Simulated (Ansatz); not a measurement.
# A MoS2/WS2 heterostructure: alignment and tunnelling, part 4 of 5

Wanted: offsets, T(E) and decay with thickness for MoS2/WS2. The lead is MoS2 3R layers and the layer set into it WS2 3R layers, on a common net of side 3.17 Å (+0.0 % and +0.0 % against typed lattice constants near PBE's). Layer spacings come from each crystal relaxed along the normal on that net, and the joins take the mean spacing. The first steps treat the bulk crystals alone. r2SCAN has lattice constants of its own, so the true strain differs.

Ansatz 0.2.0; r2SCAN+D3(BJ) DFT, plane waves, PAW files (the session's first sound run).

So far, slowest decay in the lead, at its filling level (Å⁻¹): step 6 (T(E) of the stack, stack MoS2 12 / WS2 3, barrier thickness …) 0.236.

## 8. Transmission through the layer, stack MoS2 12 / WS2 9, barrier thickness 18.56 Å

Level of this step: r2SCAN DFT, plane waves, PAW files; ballistic transmission by layer matching, the first crystal as both leads (Ansatz).

System of this step: MoS2 (12) / WS2 (9). The cell holds 21 atoms: 14 S, 4 Mo and 3 W. Its edges and angles: a = 3.170 Å, b = 3.170 Å, c = 43.201 Å, α = 87.9°, β = 92.1°, γ = 120.0°. Regions: 0: MoS2, 12 atoms (8 S and 4 Mo); 1: WS2, 9 atoms (6 S and 3 W). The structure's axis is c.

A thicker layer on the same net, with the same lead.

Contents of input.yaml:

```yaml
crystal:
  lattice:
    - [3.17, 0.0, 0.0]
    - [-1.585, 2.74530053, 0.0]
    - [-1.585, 0.9151001767, 43.1621246197]
  atoms:
    - { symbol: S, position: [0.3333333333, 0.6666666667, 0.0] }
    - { symbol: Mo, position: [0.0119896636, -0.0119896636, 0.0359689908] }
    - { symbol: S, position: [0.357319383, 0.642680617, 0.071958149] }
    - { symbol: S, position: [0.0474705125, -0.0474705125, 0.1424115374] }
    - { symbol: Mo, position: [0.7261268428, 0.2738731572, 0.1783805283] }
    - { symbol: S, position: [0.0714565622, -0.0714565622, 0.2143696865] }
    - { symbol: S, position: [0.7616076916, 0.2383923084, 0.2848230748] }
    - { symbol: Mo, position: [0.4402640219, 0.5597359781, 0.3207920657] }
    - { symbol: S, position: [0.7855937413, 0.2144062587, 0.3567812239] }
    - { symbol: S, position: [0.4757448707, 0.5242551293, 0.4272346122] }
    - { symbol: Mo, position: [0.154401201, -0.154401201, 0.4632036031] }
    - { symbol: S, position: [0.4997309204, 0.5002690796, 0.4991927613] }
    - { symbol: S, position: [0.1900045645, -0.1900045645, 0.5700136934] }
    - { symbol: W, position: [0.8687123413, 0.1312876587, 0.606137024] }
    - { symbol: S, position: [0.214092167, -0.214092167, 0.6422765009] }
    - { symbol: S, position: [0.9044883256, 0.0955116744, 0.7134649769] }
    - { symbol: W, position: [0.5831961025, 0.4168038975, 0.7495883075] }
    - { symbol: S, position: [0.9285759281, 0.0714240719, 0.7857277844] }
    - { symbol: S, position: [0.6189720868, 0.3810279132, 0.8569162603] }
    - { symbol: W, position: [0.2976798636, -0.2976798636, 0.8930395909] }
    - { symbol: S, position: [0.6430596893, 0.3569403107, 0.9291790678] }
kpoints:
  mp_grid: { grid: [12, 12, 1] }
scf:
  occupations: { method: fermi_dirac, width: 0.02585 }
  max_iter: 120
hamiltonian:
  xc: r2scan
output:
  eigenvalues: true
  dos: { projected: true, e_range: [-5, 7], de: 0.05 }
  transmission:
    leads: [[4, 7]]
    kpoints: [[0.0, 0.0], [0.1797, 0.1823]]
    e_range: [-2.0, 2.5]
    de: 0.06
  write_potential: true
  write_density: true
  volumetric_format: npy
checkpoint:
  write: b9.run
  compress: false
  write_wavefunctions: false
```

Started as:

```bash
$ ansatz run input.yaml --threads 4 --pin off --max-ram 10240MiB --backend cpu --events-out ev --progress --plain --runs-dir out
```

Numbers of over 12 decimals in the logs are rounded to 6 here.

The log of the run:

```text
[...]
Crystal: 21 atoms, lattice volume = 375.623 Å³
Basis set: ecut = 500 eV, 9469 PW (Γ), exchange–correlation on 96×96×1280 points (64 copies of the dense FFT grid, shifted against one another)
Bands: 112, of which v1, the nominal top of the filled ones, is band 91 counted from 1 (90 counted from 0)
Symmetry: 2 space group operations
k-points: 43 of 144 (time reversal used)
[...]
k-point 42: bands = [... 87 lower, 9.5617, 9.6145, 9.6602, 9.6930, 12.6851, 12.6973, 12.7125, 12.7268, ... 17 higher]
--- Transmission ---
  basis      : 91 plane waves across, 66 finite elements along
  points     : 2, as listed
[...]
channels       : 0.000000e0 a spin
[...]
slowest decay  : 0.2300 /Å at (0.1797, 0.1823)
  junction   : crystal 0 to crystal 0, 10.77 to 47.79 Å
    transmission   : 0.000000e0 a spin
[...]
[key lines of the parts left out:]
SCF converged after 10 iterations
Free energy (F): -63763.465921 eV
Fermi energy:    11.590652 eV
```

Run time: 35 s. Hardware: 4 threads of AMD EPYC 9R45, shared host; peak memory 2.9 GiB; 2.3 min of CPU time.

At the listed wavevectors the lead's channels close after -0.56 eV and open again at +0.52 eV (grid energies). At +0.72 eV, 0.2 eV over the upper of these grid energies, the mean transmission is 0.051, and at -0.76 eV it is 0.42. In the worse lead the potential repeats within 3.4 meV, which the program lets pass.

## 9. The series together

Times are for 4 threads of AMD EPYC 9R45, shared host. Results by setting:

| no. | barrier thickness (Å) | potential step in the lower lead (meV) | time | memory (GiB) |
| --- | --- | --- | --- | --- |
| 1 | 6.18 | 1.7 | 16 s | 1.7 |
| 2 | 12.37 | 2.7 | 11 s | 1.9 |
| 3 | 18.56 | 3.4 | 35 s | 2.9 |

The runs together. The transmission, mean over the listed wavevectors by energy, zero at the Fermi level:

| energy (eV) | 6.18 | 12.37 | 18.56 |
| --- | --- | --- | --- |
| -2.00 | 0.481 | 0.427 | 0.352 |
| -1.82 | 0 | 0 | 0 |
| -1.70 | 0 | 0.401 | 0.327 |
| -1.58 | 0.479 | 0.423 | 0.356 |
| -1.52 | 0.478 | 0.422 | 0.363 |
| -1.40 | 0.475 | 0.422 | 0.385 |
| -1.22 | 0.468 | 0.427 | 0.442 |
| -1.04 | 0.459 | 0.444 | 0.496 |
| -0.92 | 0.449 | 0.463 | 0.490 |
| -0.74 | 0.421 | 0.498 | 0.411 |
| -0.62 | 0.374 | 0.464 | 0.393 |
| -0.44 | 0 | 0 | 0 |
| -0.32 | 0 | 0 | 0 |
| -0.14 | 0 | 0 | 0 |
| -0.02 | 0 | 0 | 0 |
| 0.04 | 0 | 0 | 0 |
| 0.16 | 0 | 0 | 0 |
| 0.34 | 0 | 0 | 0 |
| 0.46 | 0 | 0 | 0 |
| 0.64 | 0.254 | 0.0736 | 0.0180 |
| 0.82 | 0.337 | 0.194 | 0.159 |
| 0.88 | 0.343 | 0.240 | 0.307 |
| 0.94 | 0.339 | 0.283 | 0.469 |
| 1.12 | 0 | 0 | 0 |
| 1.24 | 0 | 0 | 0 |
| 1.42 | 0.381 | 0.185 | 0.126 |
| 1.54 | 0.269 | 0.0339 | 0.00284 |
| 1.72 | 0.00106 | 1.1e-4 | 4.7e-5 |
| 1.90 | 0.0362 | 0.00374 | 0.00559 |
| 1.96 | 0.0639 | 0.385 | 0.431 |
| 2.02 | 0.00820 | 0 | 0 |
| 2.20 | 0 | 0 | 0 |
| 2.32 | 0 | 0 | 0 |
| 2.50 | 0 | 0 | 0 |

## 10. Aligning the bands

This step: Band offsets by the line-up of averaged potentials, r2SCAN DFT, plane waves, PAW files (Ansatz 0.2.0).

The middles of both crystals in the thickest stack are taken as bulk-like. The averaged potential there ties each bulk run's band edges to one scale.

Contents of align.yaml:

```yaml
offset:
  left: { bulk: { run: MoS2.run }, window: [6.664, 14.865], period: 6.1468 }
  right: { bulk: { run: WS2.run }, window: [29.239, 35.43], period: 6.1917 }
  interface: { run: b9.run, axis: 3 }
```

Started as:

```bash
$ ansatz align-bands align.yaml -- --threads 4 --pin off
```

The log of the run:

```text
valence offset +0.157 eV, conduction offset +0.295 eV (right less left)
  left: levels by r2scan on the potential of r2scan; from 6.66 to 14.87 Å its average varies by 0.0045 eV and climbs by +0.0045; the bulk's density to 0.00 %
  right: levels by r2scan on the potential of r2scan; from 29.24 to 35.43 Å its average varies by 0.0044 eV and climbs by -0.0044; the bulk's density to 0.00 %
  line-up +0.0959 eV
```

Elapsed: 0.06 s, on 4 threads.

This step gave:

| Item | Value |
| --- | --- |
| valence-band offset | 0.1567 eV |
| conduction-band offset | 0.2952 eV |
| line-up of the mean potentials | 0.09586 eV |
| climb of the potential across the left window | 0.004544 eV |
| climb of the potential across the right window | -0.004423 eV |

The valence offset is +0.16 eV. Inside the windows the averaged potential varies by 0.0045 eV at most, within the program's limit of 0.03 eV. By hand: the valence edge lies +6.024 eV from the mean potential in the first crystal and +6.085 eV in the second, and the means differ by +0.096 eV across the join, so the offset is (+6.085) − (+6.024) + (+0.096) = +0.157 eV.

## 11. The alignment as a diagram

This step: Band alignment, r2SCAN DFT, plane waves, PAW files (Ansatz 0.2.0).

No new run: the edges on one scale.

The band alignment (eV, zero at the valence edge of the left side):

|  | conduction bottom | valence top |
| --- | --- | --- |
| MoS2 (r2SCAN) | 1.01 | 0.00 |
| WS2 (r2SCAN) | 1.30 | 0.16 |

## 12. Relaxation

This step: r2SCAN+D3(BJ) DFT, plane waves, PAW files (Ansatz 0.2.0).

The stack is relaxed at a fixed cell, since the spacings at the joins were only estimated. The total length stays as laid. The atoms in the middle of the lead are held.

input.yaml: that of step 8 with these lines changed.

```diff
@@ -30,3 +30,3 @@
 scf:
-  occupations: { method: fermi_dirac, width: 0.02585 }
+  occupations: { method: fixed }
   max_iter: 120
@@ -34,16 +34,8 @@
   xc: r2scan
+  dispersion: d3bj
+relax:
+  f_tol: 0.03
+  max_steps: 40
+  constraints: [{ sites: [3, 4, 5, 6, 7, 8] }]
 output:
-  eigenvalues: true
-  dos: { projected: true, e_range: [-5, 7], de: 0.05 }
-  transmission:
-    leads: [[4, 7]]
-    kpoints: [[0.0, 0.0], [0.1797, 0.1823]]
-    e_range: [-2.0, 2.5]
-    de: 0.06
-  write_potential: true
-  write_density: true
-  volumetric_format: npy
-checkpoint:
-  write: b9.run
-  compress: false
-  write_wavefunctions: false
+  forces: true
```

Started as:

```bash
$ ansatz run input.yaml --threads 4 --pin off --max-ram 10240MiB --backend cpu --events-out ev --progress --plain --runs-dir out
```

The log of the run:

```text
[...]
Crystal: 21 atoms, lattice volume = 375.623 Å³
Basis set: ecut = 500 eV, 9469 PW (Γ), exchange–correlation on 96×96×1280 points (64 copies of the dense FFT grid, shifted against one another)
Bands: 112, of which v1, the nominal top of the filled ones, is band 91 counted from 1 (90 counted from 0)
Symmetry: 2 space group operations
k-points: 43 of 144 (time reversal used)
[...]
SCF iter   1: F=—  HF=-63767.294583 eV  |F-HF|=—  |Δ(HF+E_count)|=         —  Δρ=9.47e-3  dr2=4.34e-1  dr2_τ=4.60e-1  ethr=1.77e-3  ⟨swp⟩=5.0  Hψ=16620  notcnv=0  defer=619
[...]
SCF iter   7: F=-63767.683175 eV  HF=-63767.683182 eV  |F-HF|=6.89e-6  |Δ(HF+E_count)|=   5.87e-6  Δρ=2.53e-5  dr2=9.41e-6  dr2_τ=3.97e-7  ethr=1.24e-8  ⟨swp⟩=4.6  Hψ=15430  notcnv=0
SCF 1 converged in 7 iterations: F = -63767.683175 eV  dr2 = 9.41e-6
[...]
relax step   1: F+E_penalty+E_count = -63767.68317476 eV  Δ(F+E_penalty+E_count) = +0.000e0 eV  max|allowed force component| = 4.727e-3 eV/Å  Δτ_max = 0.0000 Å  (7 SCF iters, dr2 threshold 2.25e-5 eV, accepted)
[...]
SCF iter   5: F=-63767.683181 eV  HF=-63767.683181 eV  |F-HF|=8.66e-10  |Δ(HF+E_count)|=   5.25e-8  Δρ=1.05e-6  dr2=4.70e-9  dr2_τ=2.29e-10  ethr=5.49e-11  ⟨swp⟩=3.0  Hψ=17490  notcnv=0
SCF 2 converged in 5 iterations: F = -63767.683181 eV  dr2 = 4.70e-9
[...]
relax step   2: F+E_penalty+E_count = -63767.68318122 eV  Δ(F+E_penalty+E_count) = -6.456e-6 eV  max|allowed force component| = 5.174e-3 eV/Å  Δτ_max = 0.0000 Å  (5 SCF iters, accepted)
[...]
SCF iter   2: F=-63767.683181 eV  HF=-63767.683181 eV  |F-HF|=5.60e-10  |Δ(HF+E_count)|=  8.44e-10  Δρ=5.95e-7  dr2=2.07e-9  dr2_τ=1.06e-10  ethr=2.58e-12  ⟨swp⟩=3.0  Hψ=10399  notcnv=0
SCF 3 converged in 2 iterations: F = -63767.683181 eV  dr2 = 2.07e-9
SCF converged after 2 iterations
Free energy (F): -63767.683181 eV
[...]
Internal energy: -63767.683181 eV  (E = F + TS)
E sigma→0 (E₀):  -63767.683181 eV
Fermi energy:    11.165151 eV
[...]
--- Forces (eV/Å), atoms counted from 1 ---
  atom   1  S      0.00000148    -0.00000085     0.00141902
  atom   2  Mo    -0.00000021     0.00000012    -0.00106467
  atom   3  S      0.00000064    -0.00000037    -0.00118123
  atom   4  S     -0.00000099     0.00000057     0.00212544
  atom   5  Mo    -0.00000011     0.00000006    -0.00165867
  atom   6  S      0.00000207    -0.00000120    -0.00059636
  atom   7  S      0.00000052    -0.00000030     0.00219359
  atom   8  Mo    -0.00000013     0.00000008    -0.00154200
  atom   9  S     -0.00000102     0.00000059    -0.00052289
  atom  10  S     -0.00000096     0.00000056     0.00235360
  atom  11  Mo    -0.00000013     0.00000007    -0.00190030
  atom  12  S      0.00000048    -0.00000028    -0.00213003
  atom  13  S      0.00000376    -0.00000217     0.00517509
  atom  14  W      0.00000008    -0.00000004    -0.00148941
  atom  15  S     -0.00000127     0.00000073    -0.00272680
  atom  16  S      0.00000050    -0.00000029     0.00404471
  atom  17  W     -0.00000041     0.00000024    -0.00052609
  atom  18  S      0.00000258    -0.00000149    -0.00352250
  atom  19  S     -0.00000214     0.00000124     0.00357738
  atom  20  W      0.00000041    -0.00000023     0.00044195
  atom  21  S      0.00000201    -0.00000116    -0.00246796
  max |Σ_I F_I| component: 7.15e-6 eV/Å
--- Relaxed structure (2 steps of the walk, 2 accepted, 0 SCFs on fresh bases) ---
  F+E_penalty+E_count = -63767.68318122 eV   max|allowed force component| = 5.174e-3 eV/Å
  atoms:
    - { symbol: S, position: [0.333333, 0.666667, 0] }
    - { symbol: Mo, position: [0.011990, -0.011990, 0.0359689908] }
    - { symbol: S, position: [0.357319, 0.642680617, 0.071958149] }
    - { symbol: S, position: [0.047471, -0.047471, 0.1424115374] }
    - { symbol: Mo, position: [0.726127, 0.273873, 0.178381] }
    - { symbol: S, position: [0.071457, -0.071457, 0.2143696865] }
    - { symbol: S, position: [0.761608, 0.238392, 0.284823] }
    - { symbol: Mo, position: [0.440264, 0.559736, 0.3207920657] }
    - { symbol: S, position: [0.785594, 0.214406, 0.3567812239] }
    - { symbol: S, position: [0.475745, 0.524255, 0.427235] }
    - { symbol: Mo, position: [0.154401, -0.154401, 0.4632036031] }
    - { symbol: S, position: [0.499731, 0.500269, 0.499193] }
    - { symbol: S, position: [0.190005, -0.190005, 0.5700136934] }
    - { symbol: W, position: [0.868712, 0.131288, 0.606137024] }
    - { symbol: S, position: [0.214092, -0.214092, 0.6422765009] }
    - { symbol: S, position: [0.904488, 0.095512, 0.7134649769] }
    - { symbol: W, position: [0.583196, 0.416804, 0.749588] }
    - { symbol: S, position: [0.928576, 0.071424, 0.785728] }
    - { symbol: S, position: [0.618972, 0.381028, 0.856916] }
    - { symbol: W, position: [0.297680, -0.297680, 0.893040] }
    - { symbol: S, position: [0.643060, 0.356940, 0.929179] }
```

It took 42 s on 4 threads; peak memory 2.7 GiB; 2.8 min of CPU time.

No atom moved by 0.005 Å in the relaxation.

This step gave:

* free energy: -63767.6832 eV
* Fermi energy: 11.17 eV

The largest force component on a free atom ends at 0.0052 eV/Å.

## 13. T(E) with relaxed joins, stack MoS2 12 / WS2 9, barrier thickness 18.56 Å

This step: r2SCAN DFT, plane waves, PAW files; ballistic transmission by layer matching, the first crystal as both leads (Ansatz 0.2.0).

T(E) again on the relaxed positions.

input.yaml: that of step 12 with these lines changed.

```diff
@@ -30,3 +30,3 @@
 scf:
-  occupations: { method: fixed }
+  occupations: { method: fermi_dirac, width: 0.02585 }
   max_iter: 120
@@ -34,8 +34,16 @@
   xc: r2scan
-  dispersion: d3bj
-relax:
-  f_tol: 0.03
-  max_steps: 40
-  constraints: [{ sites: [3, 4, 5, 6, 7, 8] }]
 output:
-  forces: true
+  eigenvalues: true
+  dos: null
+  transmission:
+    leads: [[4, 7]]
+    kpoints: [[0.0, 0.0], [0.1797, 0.1823]]
+    e_range: [-2.0, 2.5]
+    de: 0.06
+  write_potential: true
+  write_density: true
+  volumetric_format: npy
+checkpoint:
+  write: relaxed.run
+  compress: false
+  write_wavefunctions: false
```

The log of the run:

```text
[...]
Crystal: 21 atoms, lattice volume = 375.623 Å³
Basis set: ecut = 500 eV, 9469 PW (Γ), exchange–correlation on 96×96×1280 points (64 copies of the dense FFT grid, shifted against one another)
Bands: 112, of which v1, the nominal top of the filled ones, is band 91 counted from 1 (90 counted from 0)
Symmetry: 2 space group operations
k-points: 43 of 144 (time reversal used)
[...]
SCF iter   1: F=—  HF=-63763.077380 eV  |F-HF|=—  |Δ(HF+E_count)|=         —  Δρ=9.48e-3  dr2=4.36e-1  dr2_τ=4.60e-1  ethr=1.77e-3  ⟨swp⟩=6.2  Hψ=20106  notcnv=0  defer=4
[...]
SCF iter  10: F=-63763.465921 eV  HF=-63763.465921 eV  |F-HF|=5.09e-9  |Δ(HF+E_count)|=   1.93e-8  Δρ=1.92e-6  dr2=2.75e-8  dr2_τ=2.31e-9  ethr=5.49e-11  ⟨swp⟩=9.0  Hψ=15232  notcnv=0
SCF 1 converged in 10 iterations: F = -63763.465921 eV  dr2 = 2.75e-8
[...]
transmission: 18 of 132 steps passed
transmission: 34 of 132 steps passed
[...]
transmission: 132 of 132 steps passed
SCF converged after 10 iterations
Free energy (F): -63763.465921 eV
[...]
Internal energy: -63763.465921 eV  (E = F + TS)
E sigma→0 (E₀):  -63763.465921 eV
Fermi energy:    11.590652 eV
[...]
--- Band table (eV; the first three rows and the last of 43) ---
  k-point 0: bands = [... 87 lower, 10.8628, 10.9101, 11.0611, 11.1651, 13.2074, 13.2074, 13.2289, 13.2289, ... 17 higher]
  k-point 1: bands = [... 87 lower, 10.7102, 10.7520, 10.8589, 10.9492, 13.1339, 13.1483, 13.1610, 13.1700, ... 17 higher]
  k-point 2: bands = [... 87 lower, 10.2219, 10.2547, 10.3008, 10.3564, 12.6572, 12.7561, 12.8495, 12.9790, ... 17 higher]
  k-point 42: bands = [... 87 lower, 9.5617, 9.6145, 9.6602, 9.6930, 12.6851, 12.6973, 12.7125, 12.7268, ... 17 higher]
--- Transmission ---
  basis      : 91 plane waves across, 66 finite elements along
  points     : 2, as listed
[...]
channels       : 0.000000e0 a spin
[...]
slowest decay  : 0.2300 /Å at (0.1797, 0.1823)
  junction   : crystal 0 to crystal 0, 10.77 to 47.79 Å
    transmission   : 0.000000e0 a spin
[...]
```

Run time: 33 s. Hardware: 4 threads; peak memory 2.8 GiB; 2.2 min of CPU time.

This step gave:

```
free energy  : -63763.4659 eV
Fermi energy : 11.59 eV
```

One spin. Table of transmission, mean over the listed wavevectors by energy, zero at the Fermi level:

| energy (eV) | transmission, mean over the listed wavevectors |
| --- | --- |
| -2.00 | 0.352 |
| -1.76 | 0 |
| -1.58 | 0.356 |
| -1.34 | 0.401 |
| -1.16 | 0.463 |
| -0.98 | 0.500 |
| -0.92 | 0.490 |
| -0.74 | 0.411 |
| -0.50 | 0 |
| -0.26 | 0 |
| -0.08 | 0 |
| -0.02 | 0 |
| 0.16 | 0 |
| 0.34 | 0 |
| 0.58 | 0.00769 |
| 0.76 | 0.0780 |
| 1.00 | 0.475 |
| 1.24 | 0 |
| 1.36 | 0.160 |
| 1.42 | 0.126 |
| 1.66 | 3.5e-9 |
| 1.84 | 5.1e-4 |
| 1.96 | 0.431 |
| 2.08 | 0 |
| 2.26 | 0 |
| 2.50 | 0 |

At the listed wavevectors the lead's channels close after -0.56 eV and open again at +0.52 eV (grid energies). At +0.72 eV, 0.2 eV over the upper of these grid energies, the mean transmission is 0.051, and at -0.76 eV it is 0.42. In the worse lead the potential repeats within 3.4 meV, which the program lets pass.

## 14. Band offsets on the relaxed joins

This step: Band offsets by the line-up of averaged potentials, r2SCAN DFT, plane waves, PAW files (Ansatz 0.2.0).

The spacings at the joins set the interface dipole, so the alignment is repeated on the relaxed stack.

Contents of align.yaml:

```yaml
offset:
  left: { bulk: { run: MoS2.run }, window: [6.664, 14.865], period: 6.1468 }
  right: { bulk: { run: WS2.run }, window: [29.239, 35.43], period: 6.1917 }
  interface: { run: relaxed.run, axis: 3 }
```

Started as:

```bash
$ ansatz align-bands align.yaml -- --threads 4 --pin off
```

The log of the run:

```text
valence offset +0.157 eV, conduction offset +0.295 eV (right less left)
[...]
line-up +0.0959 eV
```

The job ended after 0.06 s (4 threads).

The valence offset is +0.16 eV. Inside the windows the averaged potential varies by 0.0045 eV at most, within the program's limit of 0.03 eV. By hand: the valence edge lies +6.024 eV from the mean potential in the first crystal and +6.085 eV in the second, and the means differ by +0.096 eV across the join, so the offset is (+6.085) − (+6.024) + (+0.096) = +0.157 eV.

(Continued in part 5 of 5.)

[Logs are printed without paths, hosts, clocks, repeated set-up lines and the standing remarks that a program may print on its own settings, such as how far it seeks lower states.]

[Hosts, paths, dates, database ids (printed as entryN), source tags and the programs' standing remarks are cut or masked in the printed files.]
